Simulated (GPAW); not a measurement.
# 1T-SnO2 monolayer: work function by functional and basis, part 2 of 2

How far do functional and basis move the work function of 1T-SnO2 monolayer? Where a layer proves gapped, the work function hangs on where the smearing puts the Fermi level, and the band edges take its place.

GPAW 26.7.0; GPAW, PAW setups; layer in a repeated cell with vacuum, relaxation of atoms and in-plane cell (the session's first sound run).

So far, upper work function (eV): step 3 (the slab's potential, PBE, GPAW) 7.33; step 5 (self-consistent run: xc = "LDA") 7.63; step 6 (self-consistent run: xc = "vdW-DF2", GPAW, PAW setups, GPAW) 7.79; step 7 (self-consistent run: xc = "revPBE") 7.22; step 8 (OptPBE vdW: xc = "optPBE-vdW", GPAW, PAW setups, GPAW) 7.60.

### Step 9. Real-space grid: mode = "fd"

A real-space grid is a second complete basis, so it checks the plane-wave result.

run.py reads:

```python
import json
import numpy as np
from ase import Atoms
from gpaw import GPAW

slab = Atoms(
    ['O', 'Sn', 'O'],
    positions=[
        [1.59039, 0.91821, 7.00000],
        [-0.00000, 0.00000, 8.02877],
        [-0.00000, 1.83642, 9.05754]],
    cell=[[3.18077, -0.0, 0.0], [-1.59039, 2.75463, 0.0], [0.0, 0.0, 16.0575]],
    pbc=[True, True, False])

slab.calc = GPAW(mode='fd', h=0.18, xc='PBE', kpts={'size': (12, 12, 1), 'gamma': True},
                 occupations={'name': 'fermi-dirac', 'width': 0.05}, nbands='200%',
                 convergence={'density': 1e-05}, maxiter=200,
                 poissonsolver={'dipolelayer': 'xy'},
                 symmetry={'tolerance': 1e-3}, txt='slab.txt')
result = {}
energy = slab.get_potential_energy()
fermi = slab.calc.get_fermi_level()
v = slab.calc.get_electrostatic_potential().mean((0, 1)) - fermi
n = slab.calc.get_pseudo_density().mean((0, 1))
L = slab.cell[2, 2]
z = np.arange(len(v)) * L / len(v)
low, high = slab.positions[:, 2].min(), slab.positions[:, 2].max()
below, above = np.interp([low - 4.8, high + 4.8], z, v)
slopes = [np.interp(x, z, np.gradient(v, z)) for x in (low - 4.8, high + 4.8)]
eps = np.array([[slab.calc.get_eigenvalues(k, s) for k in range(len(slab.calc.get_ibz_k_points()))]
                for s in range(slab.calc.get_number_of_spins())]) - fermi
top, bottom = eps[eps < 0].max(), eps[eps > 0].min()
dipole = slab.get_dipole_moment()[2]
print(f'energy {energy:.4f} eV, Fermi level {fermi:.4f} eV, dipole {dipole:.5f} e A')
print(f'potential 4.8 A off the faces, from the Fermi level: lower {below:.4f} eV, upper {above:.4f} eV')
print(f'slope of the potential there: lower {slopes[0]:.5f}, upper {slopes[1]:.5f} eV/A')
print(f'nearest levels on the mesh: {top:.4f} and {bottom:.4f} eV')
print('magnetic moment', round(slab.get_magnetic_moment(), 3))
result.update(energy=energy, fermi=fermi, dipole=dipole, below=below, above=above, slopes=slopes, edges=[top, bottom],
              z=z.tolist(), v=v.tolist(), n=n.tolist(), positions=slab.positions.tolist(),
              forces=slab.get_forces(apply_constraint=False).tolist(), moments=slab.get_magnetic_moments().tolist())
json.dump(result, open('result.json', 'w'))
```

On the command line:

```sh
> OMP_NUM_THREADS=1 OPENBLAS_NUM_THREADS=1 python run.py
```

Elapsed: 81 s, on 1 thread of Intel Xeon Platinum 8375C at 2.90GHz (Ice Lake), shared host; peak memory 0.42 GiB.

This step gave:

* dipole along the normal: 2.87e-4 e·Å
* levels nearest the Fermi level on the mesh: -1.108, 1.787 eV from the Fermi level
* upper work function: 7.344 eV
* lower work function: 7.351 eV
* upper ionisation energy: 8.451 eV

Electrostatic potential energy of an electron (without an applied field's), less the Fermi level, planar mean against z:

| z (Å) | electrostatic potential energy of an electron (without an applied field's), less the Fermi level, planar mean (eV) |
| --- | --- |
| 0 | 7.35 |
| 1 | 7.35 |
| 2 | 7.35 |
| 3 | 7.35 |
| 4 | 7.35 |
| 5 | 7.33 |
| 6 | 6.65 |
| 7 | -9.89 |
| 8 | -21.7 |
| 9 | -10.3 |
| 10 | 6.48 |
| 11 | 7.32 |
| 12 | 7.34 |
| 13 | 7.34 |
| 14 | 7.34 |
| 15 | 7.34 |

The highest filled level lies 1.11 eV under the Fermi level, so the ionisation energy from the upper face is 7.344 + 1.11 = 8.451 eV, against 8.447 eV in the base run.

### Step 10. Atomic orbitals: mode = "lcao"

Atom-centred orbitals end a few angstrom from the surface, which tests how much the density's tail matters.

Changes to run.py since step 9:

```diff
@@ -14,4 +14,4 @@
 
-slab.calc = GPAW(mode='fd', h=0.18, xc='PBE', kpts={'size': (12, 12, 1), 'gamma': True},
-                 occupations={'name': 'fermi-dirac', 'width': 0.05}, nbands='200%',
+slab.calc = GPAW(mode='lcao', basis='dzp', h=0.18, xc='PBE', kpts={'size': (12, 12, 1), 'gamma': True},
+                 occupations={'name': 'fermi-dirac', 'width': 0.05}, nbands='120%',
                  convergence={'density': 1e-05}, maxiter=200,
```

Elapsed: 35 s, on 1 thread; peak memory 0.21 GiB.

Numbers from this step:

```
dipole along the normal                    : 2.88e-4 e·Å
levels nearest the Fermi level on the mesh : -1.253, 1.651 eV from the Fermi level
upper work function                        : 7.196 eV
lower work function                        : 7.203 eV
upper ionisation energy                    : 8.448 eV
```

The electrostatic potential energy of an electron (without an applied field's), less the Fermi level, planar mean by z:

z (Å), electrostatic potential energy of an electron (without an applied field's), less the Fermi level, planar mean (eV) and a bar from the least value:
```
      0.0        7.2 ##############################
      0.5        7.2 ##############################
      1.0        7.2 ##############################
      1.5        7.2 ##############################
      2.0        7.2 ##############################
      2.5        7.2 ##############################
      3.0        7.2 ##############################
      3.5        7.2 ##############################
      4.0        7.2 ##############################
      4.5        7.2 ##############################
      5.0        7.2 ##############################
      5.5        7.2 ##############################
      6.0        6.6 #############################
      6.5        2.9 ##########################
      7.0      -10.2 ############
      7.5      -12.0 ##########
      8.0      -22.3 
      8.5      -13.2 #########
      9.0      -10.7 ############
      9.5        1.8 #########################
     10.0        6.4 #############################
     10.5        7.1 ##############################
     11.0        7.2 ##############################
     11.5        7.2 ##############################
     12.0        7.2 ##############################
     12.5        7.2 ##############################
     13.0        7.2 ##############################
     13.5        7.2 ##############################
     14.0        7.2 ##############################
     14.5        7.2 ##############################
     15.0        7.2 ##############################
     15.5        7.2 ##############################
```

The highest filled level lies 1.25 eV under the Fermi level, so the ionisation energy from the upper face is 7.196 + 1.25 = 8.448 eV, against 8.447 eV in the base run.

### Step 11. Cost and result by level

Times are for 1 thread of Intel Xeon Platinum 8375C at 2.90GHz (Ice Lake), shared host. Results by setting:

| no. | run | upper ionisation energy (eV) | time | memory (GiB) |
| --- | --- | --- | --- | --- |
| 1 | pw | 8.447 | 24 s | 0.21 |
| 2 | RPBE | 8.313 | 24 s | 0.2 |
| 3 | LDA | 8.784 | 21 s | 0.2 |
| 4 | vdW DF2 | 8.940 | 34 s | 0.35 |
| 5 | revPBE | 8.318 | 23 s | 0.21 |
| 6 | optPBE vdW | 8.711 | 31 s | 0.35 |
| 7 | fd | 8.451 | 81 s | 0.42 |
| 8 | lcao | 8.448 | 35 s | 0.21 |

### Step 12. Side by side

Results and costs are gathered.

This step: comparison of work functions, dipole and cost (GPAW 26.7.0).

Ladder, by row:

| step | code | work function, upper (eV) | work function, lower (eV) | dipole (e Å) | wall time (s) | peak memory (GiB) | threads |
| --- | --- | --- | --- | --- | --- | --- | --- |
| pw | GPAW | 7.327 | 7.334 | 3.01e-4 | 23.91 | 0.21 | 1 |
| RPBE | GPAW | 7.179 | 7.186 | 3.00e-4 | 23.69 | 0.2 | 1 |
| LDA | GPAW | 7.626 | 7.634 | 3.02e-4 | 21.42 | 0.2 | 1 |
| vdW-DF2 | GPAW | 7.792 | 7.8 | 2.99e-4 | 33.83 | 0.35 | 1 |
| revPBE | GPAW | 7.216 | 7.223 | 3.00e-4 | 23.39 | 0.21 | 1 |
| optPBE-vdW | GPAW | 7.604 | 7.611 | 3.00e-4 | 31.46 | 0.35 | 1 |
| fd | GPAW | 7.344 | 7.351 | 2.87e-4 | 81.16 | 0.42 | 1 |
| lcao | GPAW | 7.196 | 7.203 | 2.88e-4 | 34.59 | 0.21 | 1 |

### Step 13. Outcome

```yaml
work_function_upper_and_lower_face_fermi_level_placed_in_the_gap_by_the_smearing: 7.327 and 7.334 eV
ionisation_energy_from_the_upper_face_highest_filled_level_on_the_mesh: 8.45 eV
electron_affinity_from_the_upper_face_lowest_empty_kohn_sham_level_on_the_mesh: 5.58 eV
dipole_along_the_normal: 3.0e-4 e Å
```

What this shows: With plane waves and PBE the ionisation energy from the upper face is 8.45 eV and the Kohn-Sham electron affinity 5.58 eV. The levels nearest the Fermi level on the mesh lie 2.87 eV apart, so the slab is gapped there: the smearing puts the Fermi level inside the gap, and from either face the ionisation energy is the work function plus 1.1 eV. Both are Kohn-Sham levels on the mesh, and semilocal gaps are too small, so the affinity tends to come out too large and the ionisation energy too small. Work functions of a gapped slab move with the place of the Fermi level in the gap; over the runs without a planted fault the highest filled level on the mesh lies 8.31 (RPBE) to 8.94 eV (vdW-DF2) under the upper vacuum level. The small printed dipole stands for a step of -6.2 meV from the lower to the upper face, and the probes find -7.4 meV; values this small are near the numerical noise of both. The layer's cell and atoms come from the relaxation; spin-orbit coupling and temperature are left out.

[Logs are printed without paths, hosts, clocks, repeated set-up lines and the standing remarks that a program may print on its own settings, such as how far it seeks lower states.]

[Hosts, paths, dates, database ids (printed as entryN), source tags and the programs' standing remarks are cut or masked in the printed files.]
